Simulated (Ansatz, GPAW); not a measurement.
# C/Nb(110) in an electric field, part 2 of 2

How does C/Nb(110) screen a perpendicular field?

GPAW 26.7.0 and Ansatz 0.2.0; Ansatz plane waves; slab in vacuum with a dipole correction, relaxation (the session's first sound run).

So far. Step 9 (In a field): The dipole is now 0.0234 e Å, against -0.073 in the run without a field.

**10. In a field**

Contents of run.py:

```python
import json
import numpy as np
from ase import Atoms
from gpaw import GPAW, PW
from gpaw.external import ConstantElectricField

slab = Atoms(
    ['Nb', 'Nb', 'Nb', 'Nb', 'C'],
    positions=[
        [0.00000, 0.00000, 7.00000],
        [2.33345, 0.00000, 9.33345],
        [-0.01233, -0.00000, 11.65433],
        [2.16519, 0.00000, 14.23905],
        [3.92997, 0.00000, 15.20916]],
    cell=[[2.33345, -1.65, 0.0], [2.33345, 1.65, 0.0], [0.0, 0.0, 22.80098]],
    pbc=[True, True, False])

slab.calc = GPAW(mode=PW(500), xc='PBE', kpts={'size': (12, 12, 1), 'gamma': True},
                 occupations={'name': 'fermi-dirac', 'width': 0.1}, nbands='140%',
                 convergence={'density': 1e-05}, maxiter=200,
                 poissonsolver={'dipolelayer': 'xy'},
                 external=ConstantElectricField(0.3, [0, 0, 1]),
                 symmetry={'tolerance': 1e-3}, txt='slab.txt')
result = {}
energy = slab.get_potential_energy()
fermi = slab.calc.get_fermi_level()
v = slab.calc.get_electrostatic_potential().mean((0, 1)) - fermi
n = slab.calc.get_pseudo_density().mean((0, 1))
L = slab.cell[2, 2]
z = np.arange(len(v)) * L / len(v)
low, high = slab.positions[:, 2].min(), slab.positions[:, 2].max()
below, above = np.interp([low - 4.8, high + 4.8], z, v)
slopes = [np.interp(x, z, np.gradient(v, z)) for x in (low - 4.8, high + 4.8)]
eps = np.array([[slab.calc.get_eigenvalues(k, s) for k in range(len(slab.calc.get_ibz_k_points()))]
                for s in range(slab.calc.get_number_of_spins())]) - fermi
top, bottom = eps[eps < 0].max(), eps[eps > 0].min()
dipole = slab.get_dipole_moment()[2]
print(f'energy {energy:.4f} eV, Fermi level {fermi:.4f} eV, dipole {dipole:.5f} e A')
print(f'potential 4.8 A off the faces, from the Fermi level: lower {below:.4f} eV, upper {above:.4f} eV')
print(f'slope of the potential there: lower {slopes[0]:.5f}, upper {slopes[1]:.5f} eV/A')
print(f'nearest levels on the mesh: {top:.4f} and {bottom:.4f} eV')
print('magnetic moment', round(slab.get_magnetic_moment(), 3))
result.update(energy=energy, fermi=fermi, dipole=dipole, below=below, above=above, slopes=slopes, edges=[top, bottom],
              z=z.tolist(), v=v.tolist(), n=n.tolist(), positions=slab.positions.tolist(),
              forces=slab.get_forces(apply_constraint=False).tolist(), moments=slab.get_magnetic_moments().tolist())
json.dump(result, open('result.json', 'w'))
```

On the command line:

```sh
$ OMP_NUM_THREADS=1 OPENBLAS_NUM_THREADS=1 python run.py
```

The job ended after 3.2 min (1 thread of Intel Xeon Platinum 8488C (Sapphire Rapids), shared host; peak memory 0.52 GiB).

Electrostatic potential energy of an electron (without an applied field's), less the Fermi level, planar mean against z:

z (Å), electrostatic potential energy of an electron (without an applied field's), less the Fermi level, planar mean (eV) and a bar from the least value:
```
      0.0        5.7 #############################
      0.5        6.5 ##############################
      1.0        6.5 ##############################
      1.5        6.5 ##############################
      2.0        6.5 ##############################
      2.5        6.5 ##############################
      3.0        6.5 ##############################
      3.5        6.5 ##############################
      4.0        6.4 ##############################
      4.5        6.2 ##############################
      5.0        5.7 #############################
      5.5        4.2 ############################
      6.0        0.1 ########################
      6.5      -11.4 ############
      7.0      -23.8 
      7.5      -11.4 ############
      8.0       -0.8 #######################
      8.5       -3.0 #####################
      9.0      -17.5 ######
      9.5      -22.6 #
     10.0       -7.1 #################
     10.5       -1.0 #######################
     11.0       -7.7 ################
     11.5      -23.4 
     12.0      -18.1 ######
     12.5       -3.9 ####################
     13.0       -0.5 #######################
     13.5       -6.6 #################
     14.0      -22.3 #
     14.5      -22.8 #
     15.0      -15.1 #########
     15.5       -6.5 #################
     16.0        2.4 ##########################
     16.5        4.4 ############################
     17.0        4.8 ############################
     17.5        4.8 ############################
     18.0        4.8 ############################
     18.5        4.8 ############################
     19.0        4.8 ############################
     19.5        4.8 ############################
     20.0        4.8 ############################
     20.5        4.8 ############################
     21.0        4.8 ############################
     21.5        4.8 ############################
     22.0        4.8 ############################
     22.5        5.0 #############################
```

The dipole is now 0.0716 e Å, against -0.073 in the run without a field.

**11. The series**

The members are put on one axis.

This step: induced dipole against applied field (GPAW 26.7.0).

Table of dipole along the normal by field:

| field (V/Å) | dipole along the normal (e·Å) |
| --- | --- |
| -0.200 | -0.168 |
| -0.100 | -0.120 |
| -0.050 | -0.0965 |
| 0.000 | -0.0726 |
| 0.050 | -0.0486 |
| 0.100 | -0.0246 |
| 0.200 | 0.0234 |
| 0.300 | 0.0716 |

**12. A changed run**

One more run, with changed settings.

This step: GPAW, PAW setups; slab in vacuum (GPAW 26.7.0).

run.py: that of step 10 with these lines changed.

```diff
@@ -4,3 +4,2 @@
 from gpaw import GPAW, PW
-from gpaw.external import ConstantElectricField
 
@@ -17,7 +16,6 @@
 
-slab.calc = GPAW(mode=PW(500), xc='PBE', kpts={'size': (12, 12, 1), 'gamma': True},
+slab.calc = GPAW(mode=PW(500), xc='pbe96', kpts={'size': (12, 12, 1), 'gamma': True},
                  occupations={'name': 'fermi-dirac', 'width': 0.1}, nbands='140%',
-                 convergence={'density': 1e-05}, maxiter=200,
+                 convergence={'density': 1e-05}, maxiter=100,
                  poissonsolver={'dipolelayer': 'xy'},
-                 external=ConstantElectricField(0.3, [0, 0, 1]),
                  symmetry={'tolerance': 1e-3}, txt='slab.txt')
```

Run time: 0.62 s. Hardware: 1 thread; peak memory 0.1 GiB.

The input was rejected at the start.

The program's message: “NameError: Unknown functional: pbe96.”

The change that led to it: xc = "pbe96".

**13. Summary of results**

- work function, upper and lower face: 6.248 and 4.541 eV
- dipole along the normal: -0.0726 e Å
- induced dipole per field: 0.480 e Å per V/Å
- out-of-plane polarisability per area, α/(ε0 A): 11.3 Å

**Reading.** The field induces 0.480 e Å per V/Å, a polarisable thickness α/(ε0 A) of 11.3 Å beside 8.21 Å between the outermost nuclei. A perfect conductor would give the distance between its two image planes; a dielectric of thickness t gives t(1 - 1/ε). The two faces differ by 1.7 eV, the step that the slab's dipole makes (e p/(ε0 A) gives 1.7 eV), so the dipole layer is needed. The induced dipole is linear in the field over this range. The cell of 7.70 Å² holds one C, started on one chosen site; other sites and coverages weren't tried. The in-plane lattice was kept as typed, which isn't the functional's own and leaves some strain; spin-orbit coupling and temperature are left out.

[Logs are printed without paths, hosts, clocks, repeated set-up lines and the standing remarks that a program may print on its own settings, such as how far it seeks lower states.]

[Hosts, paths, dates, database ids (printed as entryN), source tags and the programs' standing remarks are cut or masked in the printed files.]
